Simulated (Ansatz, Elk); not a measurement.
**Bonding as seen by X-rays: InCu2SiS4**

Structure refinements treat a crystal as free atoms side by side. For a made-up structure of InCu2SiS4 (cell and positions from a PBE relaxation) the runs below show what the calculated density changes in F(hkl).

Method: DFT, PBE, all-electron APW+lo, Dirac cores, scalar-relativistic bands, static density, no spin, in Elk 11.2.3 (patched build).

The structure was built from a prototype and need not be the compound's stable phase.

### Step 1. Starting point

It takes space group I-42m (No. 121, tetragonal). Conventional cell: a = 5.775 Å, b = 5.775 Å, c = 9.766 Å, α = 90.00°, β = 90.00°, γ = 90.00°. Nearest to In lie 4 S at 2.73 Å. Cu has 4 S at 2.35 Å nearest. Nearest to S lie 1 Si at 2.16 Å and 2 Cu at 2.35 Å and 1 In at 2.73 Å. Nearest to Si lie 4 S at 2.16 Å. Farther neighbours and most contacts between anions are not listed.

### Step 2. Ground state and structure factors

An all-electron density is needed, since X-rays see the cores too. Task 0 finds the density and task 195 Fourier-transforms it; tshift is off so that phases refer to the origin typed.

Contents of elk.in:

```
tasks
  0
  195

xctype
  20

spinpol
  .false.

rgkmax
  7.0

gmaxvr
  14.0

lmaxo
  7

lmaxapw
  8

swidth
  0.002

tshift
  .false.

ramdisk
  .false.

hmaxvr
  5.5

maxscl
  120

epspot
  1e-06

sppath
  './'

avec
  -5.45641684845 5.45641684845 9.22732162516
  5.45641684845 -5.45641684845 9.22732162516
  5.45641684845 5.45641684845 -9.22732162516

atoms
  4
  'In.in'
  1
  -0.0000000000 -0.0000000000 0.0000000000   0.000000 0.000000 0.000000
  'Cu.in'
  2
  0.2500000000 0.7500000000 0.5000000000   0.000000 0.000000 0.000000
  0.7500000000 0.2500000000 0.5000000000   0.000000 0.000000 0.000000
  'S.in'
  4
  0.1556145537 0.1556145537 0.5836399568   0.000000 0.000000 0.000000
  0.5719745969 0.5719745969 0.4163600432   0.000000 0.000000 0.000000
  0.8443854463 0.4280254031 0.0000000000   0.000000 0.000000 0.000000
  0.4280254031 0.8443854463 0.0000000000   0.000000 0.000000 0.000000
  'Si.in'
  1
  0.5000000000 0.5000000000 0.0000000000   0.000000 0.000000 0.000000

ngridk
  6 6 6
```

Launch:

```bash
$ OMP_NUM_THREADS=4 elk
```

Numbers of over 12 decimals in the logs are rounded to 6 here.

Output:

```text
┌─────────────────────────┐
│ Elk code version 11.2.3 │
└─────────────────────────┘

All units are atomic (Hartree, Bohr, etc.)

┌─────────────────────────────────────────────────┐
│ Ground-state run starting from atomic densities │
└─────────────────────────────────────────────────┘

Lattice vectors :
  -5.456416848       5.456416848       9.227321625
   5.456416848      -5.456416848       9.227321625
   5.456416848       5.456416848      -9.227321625

Reciprocal lattice vectors :
  0.8206209338E-17  0.5757611159      0.3404663651
  0.5757611159      0.8206209338E-17  0.3404663651
  0.5757611159      0.5757611159     -0.2159837383E-17

Unit cell volume      :    1098.881172
Brillouin zone volume :   0.2257297875

Muffin-tin inner radius fraction :   0.1000000000E-01

Nuclei treated as point charges

Species : 1 (In)
 parameters loaded from : In.in
 name : indium
 nuclear charge    :   -49.00000000
 electronic charge :    49.00000000
 atomic mass :    209300.4102
 muffin-tin radius :    2.600000000
 number of radial points in muffin-tin :   1193
 inner part over the whole radius :   0.9943151076E-02
 number on inner part of muffin-tin    :    850
 approximate nuclear radius :   0.8768807633E-04
 number of mesh points to nuclear radius :    427
 atomic positions (lattice), magnetic fields (Cartesian) :
  1 :   0.00000000  0.00000000  0.00000000    0.00000000  0.00000000  0.00000000

Species : 2 (Cu)
 parameters loaded from : Cu.in
 name : copper
 nuclear charge    :   -29.00000000
 electronic charge :    29.00000000
 atomic mass :    115837.2717
 muffin-tin radius :    2.386557616
 number of radial points in muffin-tin :    993
 inner part over the whole radius :   0.9909454729E-02
 number on inner part of muffin-tin    :    701
 approximate nuclear radius :   0.7406004541E-04
 number of mesh points to nuclear radius :    336
 atomic positions (lattice), magnetic fields (Cartesian) :
  1 :   0.25000000  0.75000000  0.50000000    0.00000000  0.00000000  0.00000000
  2 :   0.75000000  0.25000000  0.50000000    0.00000000  0.00000000  0.00000000

Species : 3 (S)
 parameters loaded from : S.in
 name : sulphur
 nuclear charge    :   -16.00000000
 electronic charge :    16.00000000
 atomic mass :    58450.91931
 muffin-tin radius :    2.003370147
 number of radial points in muffin-tin :    793
 inner part over the whole radius :   0.9980543314E-02
 number on inner part of muffin-tin    :    553
 approximate nuclear radius :   0.6195814986E-04
 number of mesh points to nuclear radius :    252
 atomic positions (lattice), magnetic fields (Cartesian) :
  1 :   0.15561455  0.15561455  0.58363996    0.00000000  0.00000000  0.00000000
  2 :   0.57197460  0.57197460  0.41636004    0.00000000  0.00000000  0.00000000
  3 :   0.84438545  0.42802540  0.00000000    0.00000000  0.00000000  0.00000000
  4 :   0.42802540  0.84438545  0.00000000    0.00000000  0.00000000  0.00000000

Species : 4 (Si)
 parameters loaded from : Si.in
 name : silicon
 nuclear charge    :   -14.00000000
 electronic charge :    14.00000000
 atomic mass :    51196.73458
 muffin-tin radius :    2.014654212
 number of radial points in muffin-tin :    793
 inner part over the whole radius :   0.9974662479E-02
 number on inner part of muffin-tin    :    552
 approximate nuclear radius :   0.5963282101E-04
 number of mesh points to nuclear radius :    248
 atomic positions (lattice), magnetic fields (Cartesian) :
  1 :   0.50000000  0.50000000  0.00000000    0.00000000  0.00000000  0.00000000

Total number of atoms per unit cell :    8
Total muffin-tin volume :    356.4711165
 ratio of muffin-tin to unit cell volume :   0.3243945984

Spin treatment :
 spin-unpolarised

Number of Bravais lattice symmetries :   16
Number of crystal symmetries         :    8
Crystal has no inversion symmetry
Complex Hermitian eigensolver will be used

k-point grid :      6     6     6
k-point offset :    0.000000000       0.000000000       0.000000000
[...]
Estimated direct band gap   :   0.9345163122E-02
 at k-point 26

Charges :
 core                        :    104.0000000
 valence                     :    81.00000000
 interstitial                :    14.27259428
 muffin-tins (core leakage)
  species : 1 (In)
[...]
species : 2 (Cu)
[...]
species : 3 (S)
[...]
species : 4 (Si)
[...]
total in muffin-tins        :    170.7274057
 total calculated charge     :    184.9957096
 total charge                :    185.0000000
 error                       :   0.4290426369E-02

RMS change in Kohn-Sham potential (target) :   0.4579801693     (  0.1000000000E-05)
Absolute change in total energy (target)   :   0.6446439518     (  0.1000000000E-03)

[... loops 3 to 15 left out ...]

┌──────────────────┐
│ Loop number : 16 │
└──────────────────┘

Energies :
 Fermi                       :     0.197451
 sum of occupied eigenvalues :     -6494.5654385016
 electron kinetic            :      11441.987259483
 core electron kinetic       :      10803.767345107
 Coulomb                     :     -22103.426049842
 Coulomb potential           :     -17392.283552520
 nuclear-nuclear             :     -1291.4210307259
 electron-nuclear            :     -24257.502035090
 Hartree                     :      3445.4970159739
 Madelung                    :     -13407.284273581
 xc potential                :     -544.26914546432
 exchange                    :     -410.32735585015
 correlation                 :     -8.490885
 electron entropic           :    -0.70534281419366E-03
 total energy                :     -11080.257736812

Density of states at Fermi energy :    55.77491331
 (states/Hartree/unit cell)

Estimated indirect band gap :   0.2022677566E-02
 from k-point 29 to k-point 13
Estimated direct band gap   :   0.4427027757E-01
 at k-point 6

Charges :
 core                        :    104.0000000
 valence                     :    81.00000000
 interstitial                :    13.77589887
 muffin-tins (core leakage)
  species : 1 (In)
[...]
species : 2 (Cu)
[...]
species : 3 (S)
[...]
species : 4 (Si)
[...]
total in muffin-tins        :    171.2241011
 total calculated charge     :    184.9958165
 total charge                :    185.0000000
 error                       :   0.4183534398E-02

RMS change in Kohn-Sham potential (target) :   0.6344191780E-06 (  0.1000000000E-05)
Absolute change in total energy (target)   :   0.2274541475E-04 (  0.1000000000E-03)

Convergence targets achieved

┌──────────────────┐
│ Loop number : 17 │
└──────────────────┘

Energies :
 Fermi                       :     0.197451
 sum of occupied eigenvalues :     -6494.5654082066
 electron kinetic            :      11441.987295758
 core electron kinetic       :      10803.767356748
 Coulomb                     :     -22103.426069064
 Coulomb potential           :     -17392.283543588
 nuclear-nuclear             :     -1291.4210307259
 electron-nuclear            :     -24257.502081529
 Hartree                     :      3445.4970431907
 Madelung                    :     -13407.284297270
 xc potential                :     -544.26916037687
 exchange                    :     -410.32735710467
 correlation                 :     -8.490885
 electron entropic           :    -0.70534301864139E-03
 total energy                :     -11080.257721036

Density of states at Fermi energy :    55.77493401
 (states/Hartree/unit cell)

Estimated indirect band gap :   0.2022651939E-02
 from k-point 29 to k-point 13
Estimated direct band gap   :   0.4427016501E-01
 at k-point 6

Charges :
 core                        :    104.0000000
 valence                     :    81.00000000
 interstitial                :    13.77589811
 muffin-tins (core leakage)
  species : 1 (In)
[...]
species : 2 (Cu)
[...]
species : 3 (S)
[...]
atom 3                    :    13.94187661     (  0.2597632382E-03)
   atom 4                    :    13.94187661     (  0.2597632382E-03)
  species : 4 (Si)
   atom 1                    :    11.81818926     (  0.3414176886E-02)
 total in muffin-tins        :    171.2241019
 total calculated charge     :    184.9958165
 total charge                :    185.0000000
 error                       :   0.4183534642E-02

┌──────────────────────────────┐
│ Self-consistent loop stopped │
└──────────────────────────────┘

Warning : core states of species 1 leak from the muffin-tin :   0.1281588731E-03

Warning : core states of species 2 leak from the muffin-tin :   0.1740050436E-03

Warning : core states of species 3 leak from the muffin-tin :   0.2597632382E-03

Warning : core states of species 4 leak from the muffin-tin :   0.3414176886E-02

Wrote STATE.OUT
```

The job ended after 2.9 min (4 threads of Arm Neoverse V1, shared host; peak memory 0.31 GiB; 9.4 min of CPU time).

SFACRHO.OUT:

```text

h k l indices transformed by vhmat matrix:
   1.000000000       0.000000000       0.000000000    
   0.000000000       1.000000000       0.000000000    
   0.000000000       0.000000000       1.000000000    

      h      k      l  multipl.   |H|            Re(F)            Im(F)           |F|

      0      0      0      1   0.0000000       185.00000      0.51714143E-15   185.00000    
     -1      0      0      8  0.66889327       23.605576     -0.14409049E-14   23.605576    
      1      1     -1      2  0.68093273      -4.3780977      0.12483586E-14   4.3780977    
      0      0     -1      4  0.81424918       6.8891905     -0.19319168E-13   6.8891905    
      2      0     -1      4   1.0614476       101.81611      -45.999948       111.72518    
      1      1     -2      4   1.0614476       101.81611       45.999948       111.72518    
     -1      1     -1      4   1.1515222       58.586410     -0.10168505E-13   58.586410    
      2      1     -1      8   1.1725003       41.299487     -0.18312281E-13   41.299487    
      2     -1     -1      8   1.3316988       36.473227       16.455302       40.013413    
      0      1     -2      8   1.3316988       36.473227      -16.455302       40.013413    
      0     -2      2      8   1.3377865       8.0518626     -0.43148842E-14   8.0518626    
     -2     -2      2      2   1.3618655       52.634710      0.18669466E-13   52.634710    
     -2     -2      1      4   1.5867197      0.10026742       10.321173       10.321660    
     -3     -1      2      4   1.5867197      0.10026742      -10.321173       10.321660    
     -2      2      0      4   1.6284984       119.14146     -0.35196839E-13   119.14146    
     -3      0      2      8   1.6433990       20.419089      -10.543484       22.980519    
     -2     -1      3      8   1.6433990       20.419089       10.543484       22.980519    
     -1      2     -2      8   1.7605184       45.189805      0.86289340E-14   45.189805
```

Elk indexes on the primitive cell of elk.in and gives |H| = 4π sin θ/λ in inverse bohr. Below, one row stands for each form hkl of the conventional cell (m members, Friedel mates merged), F is for one primitive cell and the density is static (no thermal factor). Free-atom factors are Waasmaier and Kirfel's, and R is Σm||F|−|F'||/Σm|F|.

```csv
hkl,m,sin θ/λ (Å⁻¹),"abs F, DFT",neutral atoms,diff.,abs of complex diff.
101,8,0.101,23.606,23.737,-0.132,0.132
002,2,0.102,4.378,4.478,-0.100,0.100
110,4,0.122,6.889,6.697,+0.192,0.192
112,8,0.160,111.725,111.744,-0.019,0.715
200,4,0.173,58.586,59.422,-0.836,0.836
103,8,0.176,41.300,41.156,+0.143,0.143
211,16,0.200,40.013,39.950,+0.063,0.212
202,8,0.201,8.052,7.614,+0.438,0.438
004,2,0.205,52.635,53.474,-0.840,0.840
114,8,0.239,10.322,10.551,-0.229,0.575
220,4,0.245,119.141,119.796,-0.655,0.655
213,16,0.247,22.981,23.033,-0.053,0.082
301,8,0.265,45.190,45.216,-0.026,0.026
222,8,0.265,9.753,9.749,+0.004,0.614
```

### Step 3. The highest occupied states alone

An energy window below the Fermi level keeps the highest occupied states, to see at which angles they scatter; shallow core shells can lie inside it and anion s states outside. No new self-consistency is needed.

Edit elk.in of step 2 so:

```diff
@@ -1,3 +1,2 @@
 tasks
-  0
   195
@@ -40,2 +39,5 @@
 
+wsfac
+  -0.170040 0.497450
+
 sppath
```

Launch:

```bash
$ OMP_NUM_THREADS=4 elk
```

Output:

```text
┌─────────────────────────────────┐
│ Elk code version 11.2.3 started │
└─────────────────────────────────┘

Info(readinput): the functional depends on the density's gradient
 muffin-tin radial points multiplied by    2.00000
 (not where nrmtscf is given)

┌────────────────────┐
│ Current task : 195 │
└────────────────────┘
Info(checkmt): changed muffin-tin radius of species 2 (Cu) from   2.4000 to   2.3866
Info(checkmt): changed muffin-tin radius of species 3 (S) from   2.2000 to   2.0034
Info(checkmt): changed muffin-tin radius of species 4 (Si) from   2.2000 to   2.0147

Info(sfacrho): density structure factors written to SFACRHO.OUT

 Energy window :  -0.1700400000      0.4974500000

┌──────────────────┐
│ Elk code stopped │
└──────────────────┘
```

It took 29 s on 4 threads; peak memory 0.24 GiB.

States within 10 eV below the Fermi level hold 45.00 electrons; any levels below the window count with the cores. Their amplitudes can exceed the total, where window and core parts have opposite phase:

```csv
hkl,sin θ/λ (Å⁻¹),"abs F, window","abs F, all"
101,0.101,2.408,23.606
002,0.102,17.451,4.378
110,0.122,14.641,6.889
112,0.160,18.277,111.725
200,0.173,10.154,58.586
103,0.176,1.024,41.300
211,0.200,1.678,40.013
202,0.201,12.376,8.052
004,0.205,9.823,52.635
114,0.239,11.733,10.322
```

### Step 4. Another functional

The difference from free atoms is small, so it is set against the change that PBEsol makes.

Edit elk.in of step 3 so:

```diff
@@ -1,2 +1,3 @@
 tasks
+  0
   195
@@ -4,3 +5,3 @@
 xctype
-  20
+  22
 
@@ -39,5 +40,2 @@
 
-wsfac
-  -0.170040 0.497450
-
 sppath
```

Launch:

```bash
$ OMP_NUM_THREADS=4 elk
```

Output:

```text
┌─────────────────────────┐
│ Elk code version 11.2.3 │
└─────────────────────────┘

All units are atomic (Hartree, Bohr, etc.)

┌─────────────────────────────────────────────────┐
│ Ground-state run starting from atomic densities │
└─────────────────────────────────────────────────┘

Lattice vectors :
  -5.456416848       5.456416848       9.227321625
   5.456416848      -5.456416848       9.227321625
   5.456416848       5.456416848      -9.227321625

Reciprocal lattice vectors :
  0.8206209338E-17  0.5757611159      0.3404663651
[...]
total in muffin-tins        :    171.1483549
 total calculated charge     :    184.9957541
 total charge                :    185.0000000
 error                       :   0.4245879025E-02

┌──────────────────────────────┐
│ Self-consistent loop stopped │
└──────────────────────────────┘

Warning : core states of species 1 leak from the muffin-tin :   0.1295018138E-03

Warning : core states of species 2 leak from the muffin-tin :   0.1774258041E-03

Warning : core states of species 3 leak from the muffin-tin :   0.2616880212E-03

Warning : core states of species 4 leak from the muffin-tin :   0.3452628408E-02

Wrote STATE.OUT
[key lines of the parts left out:]
total energy                :     -11071.874390464
```

The job ended after 2.8 min (4 threads; peak memory 0.31 GiB).

Against the first run R = 0.03 %; the largest change is -0.059 at 112.

### Step 5. Basis size

A smaller basis shows how fast F responds to it; the change is likely larger than the basis error of the first run, but doesn't show convergence.

Edit elk.in of step 4 so:

```diff
@@ -5,3 +5,3 @@
 xctype
-  22
+  20
 
@@ -11,3 +11,3 @@
 rgkmax
-  7.0
+  5.5
```

Launch:

```bash
$ OMP_NUM_THREADS=4 elk
```

Output:

```text
┌─────────────────────────┐
│ Elk code version 11.2.3 │
└─────────────────────────┘

All units are atomic (Hartree, Bohr, etc.)

┌─────────────────────────────────────────────────┐
│ Ground-state run starting from atomic densities │
└─────────────────────────────────────────────────┘

Lattice vectors :
  -5.456416848       5.456416848       9.227321625
   5.456416848      -5.456416848       9.227321625
   5.456416848       5.456416848      -9.227321625

Reciprocal lattice vectors :
  0.8206209338E-17  0.5757611159      0.3404663651
[...]
total in muffin-tins        :    170.9910937
 total calculated charge     :    184.9958271
 total charge                :    185.0000000
 error                       :   0.4172926507E-02

┌──────────────────────────────┐
│ Self-consistent loop stopped │
└──────────────────────────────┘

Warning : core states of species 1 leak from the muffin-tin :   0.1283596496E-03

Warning : core states of species 2 leak from the muffin-tin :   0.1740766734E-03

Warning : core states of species 3 leak from the muffin-tin :   0.2583032034E-03

Warning : core states of species 4 leak from the muffin-tin :   0.3408843780E-02

Wrote STATE.OUT
[key lines of the parts left out:]
total energy                :     -11080.128848167
```

Run time: 92 s. Hardware: 4 threads; peak memory 0.29 GiB.

Against the first run R = 0.04 %; the largest change is +0.103 at 008.

### Step 6. Settings against the effect

```csv
run,R against the first run (%),"R against neutral atoms, low angle (%)",wall time
"PBE, rgkmax 7",0.00,0.59,2.9 min
PBEsol,0.03,0.61,2.8 min
rgkmax 5.5,0.04,0.61,92 s
```

### Step 7. Outcome

- R against neutral atoms, sin θ/λ < 0.3 Å⁻¹: 0.59 %
- R against neutral atoms, 0.3 to 0.67 Å⁻¹: 0.20 %

Independent neutral atoms miss the calculated amplitudes by R = 0.59 % below 0.3 Å⁻¹ and 0.20 % from there to 0.67 Å⁻¹; by shells, 0.90 % below 0.15 Å⁻¹ (3 forms), 0.58 % 0.15 to 0.3 (15 forms), 0.26 % 0.3 to 0.45 (34 forms), 0.18 % above 0.45 (97 forms). Bonding, aspherical density and the tables' own atoms all enter these figures, and the runs don't part them. The largest change of an amplitude is -0.84 electrons, at 004. R counts amplitudes alone; phases shift too. Weak lines can change much in proportion: 402 goes from 0.79 to 0.92. The window's part falls from 45.0 electrons at the origin to at most 5.15 between 0.45 and 0.67 Å⁻¹, where compact states inside the window still scatter. Below 0.3 Å⁻¹ the changes that finished (PBEsol and rgkmax 5.5) move F by R = 0.04 % at most, against the 0.59 % that separates it from free atoms. The k-mesh has no finished test. These runs have no spin, though d or f shells may be open. The electron count is odd, so without spin the run is a metal by force. Part of the difference isn't bonding: the tables are fits to free atoms and ions calculated by other methods than this functional. Thermal motion, anomalous dispersion and extinction are left out.

[Logs are printed without paths, hosts, clocks, repeated set-up lines and the standing remarks that a program may print on its own settings, such as how far it seeks lower states.]

[Hosts, paths, dates, database ids (printed as entryN), source tags and the programs' standing remarks are cut or masked in the printed files.]
